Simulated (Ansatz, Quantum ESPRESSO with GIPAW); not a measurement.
## SnClF: NMR parameters from first principles

The task is to compute the NMR parameters of SnClF site by site.

Method: DFT, PBEsol, plane-wave PAW (pslibrary 1.0.0 recipes), scalar-relativistic, GIPAW; a patched development version of the program, in Quantum ESPRESSO with GIPAW 8.0dev (patched build).

### Step 1. The structure

Symmetry: P4/nmm, No. 129, tetragonal system. The conventional cell has a = 4.055 Å, b = 4.055 Å, c = 7.364 Å, α = 90.00°, β = 90.00°, γ = 90.00°. Nearest to Sn lie 4 F at 2.50 Å and 4 Cl at 3.05 Å. Cl has 4 Sn at 3.05 Å nearest. Nearest to F lie 4 Sn at 2.50 Å. Farther neighbours and most contacts between anions are not listed.

Structure file:

```cif
data_structure
_symmetry_space_group_name_H-M 'P 1'
_symmetry_Int_Tables_number 1
_cell_length_a 4.0550
_cell_length_b 4.0550
_cell_length_c 7.3639
_cell_angle_alpha 90.000
_cell_angle_beta 90.000
_cell_angle_gamma 90.000
_cell_volume 121.08
loop_
_atom_site_label
_atom_site_type_symbol
_atom_site_fract_x
_atom_site_fract_y
_atom_site_fract_z
_atom_site_occupancy
Sn1 Sn 0.50000 0.00000 0.19868 1
Sn2 Sn 0.00000 0.50000 0.80132 1
Cl3 Cl 0.00000 0.50000 0.34107 1
Cl4 Cl 0.50000 0.00000 0.65893 1
F5 F 0.00000 0.00000 0.00000 1
F6 F 0.50000 0.50000 0.00000 1
```

The cell is a computed entry of the Materials Project; it need not be the form that is stable at ambient conditions.

This structure had its atoms relaxed beforehand (DFT, PBEsol, plane-wave PAW, default files (PAW set soft_2), scalar-relativistic, Ansatz), starting from the database entry, since shieldings follow bond lengths closely.

### Step 2. Ground state

The shielding is a linear response of the occupied states, which this run provides. It is converged far beyond what an energy needs, since the response uses the wavefunctions themselves. No empty states are asked for: the response is solved without them. The mesh has a spacing of 0.23 Å⁻¹ at most. The PAW files were made with ld1.x from the pslibrary 1.0.0 recipes, with GIPAW reconstruction switched on (the recipe of F slightly mended, as the packaged one fails to give a sound file).

Input file scf.in:

```
&control
  calculation = 'scf'
  prefix = 'x'
  outdir = './tmp/'
  pseudo_dir = './'
/
&system
  ibrav = 0
  nat = 6
  ntyp = 3
  ecutwfc = 55
  ecutrho = 330
  nbnd = 28
/
&electrons
  conv_thr = 1.0d-10
  mixing_beta = 0.7
  electron_maxstep = 100
/
ATOMIC_SPECIES
  Sn 118.710 Sn.pbesol-dn-kjpaw_psl.1.0.0-gipaw.UPF
  Cl 35.450 Cl.pbesol-n-kjpaw_psl.1.0.0-gipaw.UPF
  F 18.998 F.pbesol-n-kjpaw_psl.1.0.0-gipaw.UPF
CELL_PARAMETERS angstrom
  4.05497800 0.00000000 0.00000000
  0.00000000 4.05497800 0.00000000
  0.00000000 0.00000000 7.36387000
ATOMIC_POSITIONS crystal
  Sn 0.50000000 0.00000000 0.19867776
  Sn 0.00000000 0.50000000 0.80132224
  Cl 0.00000000 0.50000000 0.34106698
  Cl 0.50000000 -0.00000000 0.65893302
  F -0.00000000 0.00000000 0.00000000
  F 0.50000000 0.50000000 0.00000000
K_POINTS automatic
  7 7 4 1 1 1
```

Started as:

```
mpirun -np 4 pw.x -nk 4 -in scf.in > scf.out
```

Log:

```text
using ibrav=0 with symmetry is DISCOURAGED, use correct ibrav instead

     bravais-lattice index     =            0
     lattice parameter (alat)  =       7.6628  a.u.
     unit-cell volume          =     817.1085 (a.u.)^3
     number of atoms/cell      =            6
     number of atomic types    =            3
     number of electrons       =        56.00
     number of Kohn-Sham states=           28
     kinetic-energy cutoff     =      55.0000  Ry
     charge density cutoff     =     330.0000  Ry
     scf convergence threshold =      1.0E-10
     mixing beta               =       0.7000
     number of iterations used =            8  plain     mixing
     Exchange-correlation= SLA-PW-PSX-PSC
                           (   1   4  10   8   0   0   0)
[...]
Sn               14.00   118.71000     Sn( 1.00)
     Cl                7.00    35.45000     Cl( 1.00)
     F                 7.00    18.99800     F ( 1.00)

     16 Sym. Ops., with inversion, found ( 8 have fractional translation)
[...]
number of k points=    20
[...]
Dense  grid:    82669 G-vectors     FFT dimensions: (  48,  48,  81)

     Smooth grid:    44977 G-vectors     FFT dimensions: (  40,  40,  72)

     Check: negative core charge=   -0.000002

     Initial potential from superposition of free atoms

     starting charge      55.9975, renormalised to      56.0000
     Starting wfcs are   34 randomized atomic wfcs

     Self-consistent Calculation

     iteration #  1     ecut=    55.00 Ry     beta= 0.70
     Davidson diagonalization with overlap
     ethr =  1.00E-02,  avg # of iterations =  1.0

     Threshold (ethr) on eigenvalues was too large:
     Diagonalizing with lowered threshold

     Davidson diagonalization with overlap
     ethr =  9.80E-04,  avg # of iterations =  1.1

     total energy              =   -1146.60626971 Ry
     estimated scf accuracy    <       0.51733584 Ry

     iteration #  2     ecut=    55.00 Ry     beta= 0.70
     Davidson diagonalization with overlap
     ethr =  9.24E-04,  avg # of iterations =  4.0

     total energy              =   -1146.65770702 Ry
     estimated scf accuracy    <       0.93123256 Ry

     iteration #  3     ecut=    55.00 Ry     beta= 0.70
[...]
total energy              =   -1146.84570879 Ry
     estimated scf accuracy    <       0.06040109 Ry

[...]
total energy              =   -1146.85639361 Ry
[...]
iteration # 13     ecut=    55.00 Ry     beta= 0.70
     Davidson diagonalization with overlap
     ethr =  2.11E-12,  avg # of iterations =  5.2

     total energy              =   -1146.85639361 Ry
     estimated scf accuracy    <          3.4E-09 Ry

     iteration # 14     ecut=    55.00 Ry     beta= 0.70
     Davidson diagonalization with overlap
     ethr =  2.11E-12,  avg # of iterations =  3.0

     End of self-consistent calculation
     [one-electron energies left out]

!    total energy              =   -1146.85639361 Ry
     total all-electron energy =    -26940.447597 Ry
     estimated scf accuracy    <          3.8E-11 Ry

     The total energy is the sum of the following terms:
     one-electron contribution =    -206.98769821 Ry
     hartree contribution      =     141.10066701 Ry
     xc contribution           =    -135.34512734 Ry
     ewald contribution        =    -284.08877662 Ry
     one-center paw contrib.   =    -661.53545845 Ry

     convergence has been achieved in  14 iterations
[...]
JOB DONE.
```

The job ended after 30 s (4 MPI ranks of AMD EPYC 7R43, shared host; peak memory 0.73 GiB).

It converged in 14 cycles to an estimated accuracy of 4e-11 Ry, on 20 irreducible k-points.

### Step 3. Shieldings

The job finds the current that a weak uniform field induces (applied as a long wave, q_gipaw) and the field that this current makes at each nucleus. On atoms with p or d valence electrons much of the paramagnetic part arises close to the nucleus, where the PAW partial waves rebuild the true states. pawproj makes the reconstruction use the PAW data sets' own projectors.

Input file nmr.in:

```
&inputgipaw
  job = 'nmr'
  prefix = 'x'
  tmp_dir = './tmp/'
  restart_mode = 'from_scratch'
  verbosity = 'low'
  q_gipaw = 0.01
  spline_ps = .true.
  conv_threshold = 1.0d-14
  use_nmr_macroscopic_shape = .false.
  pawproj(1) = .true.
  pawproj(2) = .true.
  pawproj(3) = .true.
/
```

Started as:

```
mpirun -np 4 gipaw.x -in nmr.in > nmr.out
```

Log:

```text
[banner, memory and clock lines left out]
[a note of our patched build left out]

     Parallelizing q-star over 1 images

     IMPORTANT: XC functional enforced from input :
     Exchange-correlation= PBESOL
                           (   1   4  10   8   0   0   0)
     Any further DFT definition will be discarded
     Please, verify this is what you really want

     Check: negative core charge=   -0.000002
[...]
alpha_pv=     44.7857 eV

     spline_ps is .false., expect some extrapolation errors

     q-space interpolation up to    66.00 Rydberg

     GIPAW job: nmr
     NMR macroscopic correction: no
[...]
Computing the magnetic susceptibility     isolve=0    ethr=  0.1000E-13
     Starting from scratch
     k-point #    1 of    20      pool #  1    cpu time:       2.8
[...]
End of magnetic susceptibility calculation

     f-sum rule (1st term):
           -49.2777          0.0000          0.0000
             0.0000        -49.2777          0.0000
             0.0000          0.0000        -49.2623

     f-sum rule (2nd term):
            -1.0065          0.0000          0.0000
             0.0000         -1.0065          0.0000
             0.0000          0.0000         -1.0209

     f-sum rule (should be   -50.2773):
           -50.2842          0.0000          0.0000
             0.0000        -50.2842          0.0000
             0.0000          0.0000        -50.2832

[... susceptibilities left out ...]
     Contributions to the NMR chemical shifts: -------------------------------

     Macroscopic shape contribution in ppm:                    0.00
             0.0000          0.0000          0.0000
             0.0000          0.0000          0.0000
             0.0000          0.0000          0.0000

     Core contribution in ppm:

     Atom  1  Sn  pos: (  0.500000  0.000000  0.360800)  core sigma:        5052.50
     Atom  2  Sn  pos: (  0.000000  0.500000  1.455207)  core sigma:        5052.50
     Atom  3  Cl  pos: (  0.000000  0.500000  0.619380)  core sigma:        1049.87
     Atom  4  Cl  pos: (  0.500000  0.000000  1.196627)  core sigma:        1049.87
     Atom  5  F   pos: (  0.000000  0.000000  0.000000)  core sigma:         305.83
     Atom  6  F   pos: (  0.500000  0.500000  0.000000)  core sigma:         305.83

     Bare contribution in ppm:

     Atom  1  Sn  pos: (  0.500000  0.000000  0.360800)  bare sigma:         106.58
[...]
Atom  2  Sn  pos: (  0.000000  0.500000  1.455207)  bare sigma:         106.58
[...]
Atom  3  Cl  pos: (  0.000000  0.500000  0.619380)  bare sigma:          48.62
[...]
Atom  4  Cl  pos: (  0.500000  0.000000  1.196627)  bare sigma:          48.62
[...]
Atom  5  F   pos: (  0.000000  0.000000  0.000000)  bare sigma:          61.92
[...]
Atom  6  F   pos: (  0.500000  0.500000  0.000000)  bare sigma:          61.92
[...]
Diamagnetic contribution in ppm:

     Atom  1  Sn  pos: (  0.500000  0.000000  0.360800)  dia sigma:         102.51
[...]
Atom  2  Sn  pos: (  0.000000  0.500000  1.455207)  dia sigma:         102.51
[...]
Atom  3  Cl  pos: (  0.000000  0.500000  0.619380)  dia sigma:          -8.14
[...]
Atom  4  Cl  pos: (  0.500000  0.000000  1.196627)  dia sigma:          -8.14
[...]
Atom  5  F   pos: (  0.000000  0.000000  0.000000)  dia sigma:          42.54
[...]
Atom  6  F   pos: (  0.500000  0.500000  0.000000)  dia sigma:          42.54
[...]
Paramagnetic contribution in ppm:

     Atom  1  Sn  pos: (  0.500000  0.000000  0.360800)  para sigma:         740.74
[...]
Atom  2  Sn  pos: (  0.000000  0.500000  1.455207)  para sigma:         740.74
[...]
Atom  3  Cl  pos: (  0.000000  0.500000  0.619380)  para sigma:        -642.23
[...]
Atom  4  Cl  pos: (  0.500000  0.000000  1.196627)  para sigma:        -642.23
[...]
Atom  5  F   pos: (  0.000000  0.000000  0.000000)  para sigma:          87.41
[...]
Atom  6  F   pos: (  0.500000  0.500000  0.000000)  para sigma:          87.41
[...]
Paramagnetic US occ-occ contribution in ppm:

     Atom  1  Sn  pos: (  0.500000  0.000000  0.360800)  para_oo sigma:          -1.78
[...]
Atom  2  Sn  pos: (  0.000000  0.500000  1.455207)  para_oo sigma:          -1.78
[...]
Atom  3  Cl  pos: (  0.000000  0.500000  0.619380)  para_oo sigma:          -0.65
[...]
Atom  4  Cl  pos: (  0.500000  0.000000  1.196627)  para_oo sigma:          -0.65
[...]
Atom  5  F   pos: (  0.000000  0.000000  0.000000)  para_oo sigma:          -0.46
[...]
Atom  6  F   pos: (  0.500000  0.500000  0.000000)  para_oo sigma:          -0.46
[...]
Paramagnetic US L_R Q_R contribution in ppm:

     Atom  1  Sn  pos: (  0.500000  0.000000  0.360800)  para_lq sigma:       -2204.70
[...]
Atom  2  Sn  pos: (  0.000000  0.500000  1.455207)  para_lq sigma:       -2204.70
[...]
Atom  3  Cl  pos: (  0.000000  0.500000  0.619380)  para_lq sigma:         169.65
[...]
Atom  4  Cl  pos: (  0.500000  0.000000  1.196627)  para_lq sigma:         169.65
[...]
Atom  5  F   pos: (  0.000000  0.000000  0.000000)  para_lq sigma:        -341.69
[...]
Atom  6  F   pos: (  0.500000  0.500000  0.000000)  para_lq sigma:        -341.69
[...]
Total NMR chemical shifts in ppm: ---------------------------------------
     (adopting the Simpson convention for anisotropy and asymmetry)-----------

     Atom  1  Sn  pos: (  0.500000  0.000000  0.360800)  Total sigma:        3795.84
          3827.1891         -0.0000          0.0000
            -0.0000       3827.1891         -0.0000
             0.0000         -0.0000       3733.1334

     Sn      1    anisotropy:    -94.06    eta:    0.0000
[...]
Atom  2  Sn  pos: (  0.000000  0.500000  1.455207)  Total sigma:        3795.84
[... its tensor is left out ...]
     Atom  3  Cl  pos: (  0.000000  0.500000  0.619380)  Total sigma:         617.12
           598.7081          0.0000          0.0000
             0.0000        598.7081          0.0000
            -0.0000          0.0000        653.9540

     Cl      3    anisotropy:     55.25    eta:    0.0000
[...]
Atom  4  Cl  pos: (  0.500000  0.000000  1.196627)  Total sigma:         617.12
[... its tensor is left out ...]
     Atom  5  F   pos: (  0.000000  0.000000  0.000000)  Total sigma:         155.53
           148.4072         -0.0000          0.0000
             0.0000        148.4072          0.0000
             0.0000          0.0000        169.7730

     F       5    anisotropy:     21.37    eta:    0.0000
[...]
Atom  6  F   pos: (  0.500000  0.500000  0.000000)  Total sigma:         155.53
[... its tensor is left out ...]
```

Elapsed: 5.3 min, on 4 MPI ranks; peak memory 0.45 GiB.

The f-sum rule is met to 0.0069 of 50.3 (0.01 %). Converged shieldings require that this miss be small, but a small miss does not prove them.

From the symmetric part of each tensor, with principal values σ11 ≤ σ22 ≤ σ33: σ_iso is their mean, the span is σ33 − σ11 and the skew 3(σ_iso − σ22)/span. (gipaw.x prints an anisotropy in another convention.)

| site | atom no. | atoms in cell | σ_iso (ppm) | span (ppm) | skew |
| --- | --- | --- | --- | --- | --- |
| Sn | 1 | 2 | 3796 | 94 | -1.00 |
| Cl | 3 | 2 | 617.1 | 55.2 | 1.00 |
| F | 5 | 2 | 155.5 | 21.4 | 1.00 |

The macroscopic shape term is switched off. For a spherical sample the valence susceptibility of this run would add about 10 ppm to every site, a rough estimate, since the susceptibility converges slowly and lacks part of the PAW terms. Differences within the crystal don't depend on it, but shieldings of different compounds can't be compared to better than a few ppm without it.

An axis of order three or more runs through Sn, Cl and F, so two principal values coincide and the skew is ±1. In this run the largest span among the lighter atoms is that of Cl (site symmetry 4mm), with principal values 598.7, 598.7 and 654.0 ppm.

### Step 4. Field gradients

35Cl has a quadrupole moment, which couples to the field gradient and broadens the lines. The gradient is a property of the ground-state density and needs no response; it is taken from a second code that counts the whole PAW charge. C_Q = eQV_zz/h, with Q = -0.08112 barn for 35Cl.

This step: DFT, PBEsol, plane-wave PAW, default files (PAW set soft_2), scalar-relativistic, field gradients (Ansatz 0.2.0), on the same atoms.

Input file input.yaml:

```yaml
crystal:
  lattice:
    - [4.054978, 0.0, 0.0]
    - [0.0, 4.054978, 0.0]
    - [0.0, 0.0, 7.36387]
  atoms:
    - { symbol: Sn, position: [0.5, 0.0, 0.198677759] }
    - { symbol: Sn, position: [0.0, 0.5, 0.801322241] }
    - { symbol: Cl, position: [0.0, 0.5, 0.3410669791] }
    - { symbol: Cl, position: [0.5, 0.0, 0.6589330209] }
    - { symbol: F, position: [0.0, 0.0, 0.0] }
    - { symbol: F, position: [0.5, 0.5, 0.0] }
kpoints:
  mp_grid: { grid: [7, 7, 4] }
scf:
  occupations: { method: fixed }
hamiltonian:
  xc: pbesol
output:
  forces: false
  stress: false
  efg: { quadrupole_moments_barn: { Cl: -0.08112 } }
```

Started as:

```
ansatz run input.yaml --threads 4 --pin off --max-ram 8192MiB --backend cpu --events-out ev --progress --plain --runs-dir out
```

Log:

```text
[... set-up, SCF cycles and energies left out ...]
--- PAW observables at the nuclei: V_zz in 10²¹ V/m², potentials from the cell's mean, atoms counted from 1 ---
  atom   1  Sn V_zz =    +2.997079   η = 0.0000   by run symmetry: allowed
  atom   2  Sn V_zz =    +2.997079   η = 0.0000   by run symmetry: allowed
  atom   3  Cl V_zz =    -4.488918   η = 0.0000   by run symmetry: allowed   C_q = +8.8049 MHz
  atom   4  Cl V_zz =    -4.488918   η = 0.0000   by run symmetry: allowed   C_q = +8.8049 MHz
  atom   5  F  V_zz =    +0.128943   η = 0.0000   by run symmetry: allowed
  atom   6  F  V_zz =    +0.128943   η = 0.0000   by run symmetry: allowed
[the lines on potentials at the nuclei are left out]
```

Wall time 1.7 s (4 threads); peak memory 0.54 GiB; 5.1 s of CPU time.

The same from gipaw.x, job efg (3.4 s), which warns that it leaves out the neighbours' augmentation charge. V_zz in 10²¹ V/m²:

| site | Ansatz | gipaw.x | η_Q, first | η_Q, second |
| --- | --- | --- | --- | --- |
| Sn | 2.997 | 2.718 | 0.00 | 0.00 |
| Cl | -4.489 | -4.282 | 0.00 | 0.00 |
| F | 0.129 | -0.454 | 0.00 | 0.00 |

Among gradients over 0.05 the ratio is farthest from one on F, even in sign; the first column is used below.

Among nuclei of half-integer spin the second-order effect is largest for 35Cl on Cl (spin 3/2, C_Q 8.80 MHz): at 9.4 T it moves the centre of gravity of the MAS line by -1257 ppm from δ_iso, and by a quarter of that at twice the field, by δ_Q = −(3/40)(C_Q/ν0)²(1 + η²/3)[I(I+1) − 3/4]/[I²(2I−1)²] × 10⁶ ppm with ν0 = 39.3 MHz. A line so broad is out of reach of MAS and is recorded static.

### Step 5. NMR parameters by site

Spectra are read against a reference compound, and shifts rise as shieldings fall. A slope other than one corrects for the functional's tendency to overstate or understate differences of shielding.

To turn shieldings into shifts, lines fitted to measured solids are used. 19F: δ = (90.6 − σ) / 1.258, zero at CFCl3, fitted to 14 measured values, from BaF2, BaLiF3, CdF2, InF3, K3YF6, KF, LiF, MgF2 and NaF and others, with a scatter of 7.1 ppm r.m.s. (CaF2, LaF3 and ScF3 fall off this line, as semilocal functionals put their cations' empty d or f shells too low, and are left out), on σ without the shape term; 35Cl: δ = (909.6 − σ) / 1.084, zero at aqueous Cl-, fitted to 5 measured values, from AlCl3, CuCl, KCl, LiCl and NaCl, with a scatter of 4.3 ppm r.m.s., with σ taken with the shape term of a sphere (9.7 ppm here). Kinds of site that fitted badly were split off after the misses were seen, so the scatter is that of the points kept.

Covalently bonded atoms count as neighbours within 1.18 times the sum of their radii. Otherwise a cation's neighbours lie within 1.2 times its shortest bond (1.3 for large cations, each anion's radius taken off where they differ), and an anion's are the cations that count it.

| site | atom no. | atoms in cell | surroundings | bonds (Å) | δ_iso (ppm) | C_Q (MHz) | η_Q |
| --- | --- | --- | --- | --- | --- | --- | --- |
| Sn | 1 | 2 | SnF4Cl4 | 2.50 to 3.05 | - | - | - |
| Cl | 3 | 2 | bound to Sn4 | 3.053 | 260.9 | 8.80 | 0.00 |
| F | 5 | 2 | bound to Sn4 | 2.500 | -51.7 | - | - |

Simulated spectrum, 19F MAS at 40 kHz, 14.1 T (565.1 MHz), lines broadened by 2 ppm; rigid lattice, with dipolar and J couplings left out: a single narrow line at -51.7 ppm.

Simulated spectrum: 35Cl static powder, 20 T (83.5 MHz), central transition to second order, lines broadened by 30 ppm; rigid lattice, with dipolar and J couplings and satellite transitions left out.

δ (ppm), intensity and a bar:
```
      976       0.00 
      919       0.00 
      862       0.01 
      806       0.42 #############
      788       0.71 #####################
      753       0.41 ############
      696       0.27 ########
      640       0.22 #######
      587       0.19 ######
      530       0.17 #####
      474       0.16 #####
      421       0.15 #####
      365       0.14 ####
      308       0.14 ####
      251       0.14 ####
      199       0.18 #####
      142       0.18 #####
       85       0.18 #####
       33       0.18 #####
      -24       0.18 #####
      -81       0.19 ######
     -133       0.19 ######
     -190       0.20 ######
     -247       0.21 ######
     -303       0.22 ######
     -356       0.23 #######
     -413       0.25 #######
     -469       0.28 ########
     -522       0.32 #########
     -578       0.39 ############
     -635       0.61 ##################
     -666       1.00 ##############################
     -688       0.43 #############
     -744       0.01 
     -801       0.00 
     -853       0.00
```

Most prominent maxima (ppm: height): 788: 0.71, -666: 1.00.

### Step 6. What came out

* 19F shift: -51.7 ppm
* 35Cl shift: 260.9 ppm
* 35Cl size of C_Q: 8.80 MHz
* 119Sn shielding without shape term: 3796 ppm

What this shows: 19F has one site (bound to Sn4), with isotropic shift -51.7 ppm. 35Cl has one site (bound to Sn4), with isotropic shift 260.9 ppm and C_Q 8.80 MHz. No sound run at another cutoff or mesh is at hand, so convergence rests on the f-sum rule and on experience with these files. Spin-orbit coupling is missing, which matters for Sn and for the light atoms bound to such centres. The scalar-relativistic files are used with non-relativistic response operators, which weighs most on the heavy atoms' own shieldings. This build of gipaw.x prints that it is not audited and that its numbers are no references by themselves. It also reports spline_ps as false although the input sets it; why was not traced. Without spin-orbit coupling, gradients at and beside the heavy atoms are unsure.

[Banner, clock, file and message-heading lines were taken out of the pw.x and gipaw.x logs.]

[Logs are printed without paths, hosts, clocks, repeated set-up lines and the standing remarks that a program may print on its own settings, such as how far it seeks lower states.]

[Hosts, paths, dates, database ids (printed as entryN), source tags and the programs' standing remarks are cut or masked in the printed files.]

[Where no reference line passes its bar on scatter, no shift is given, so a measured shift of this compound may stand uncompared.]
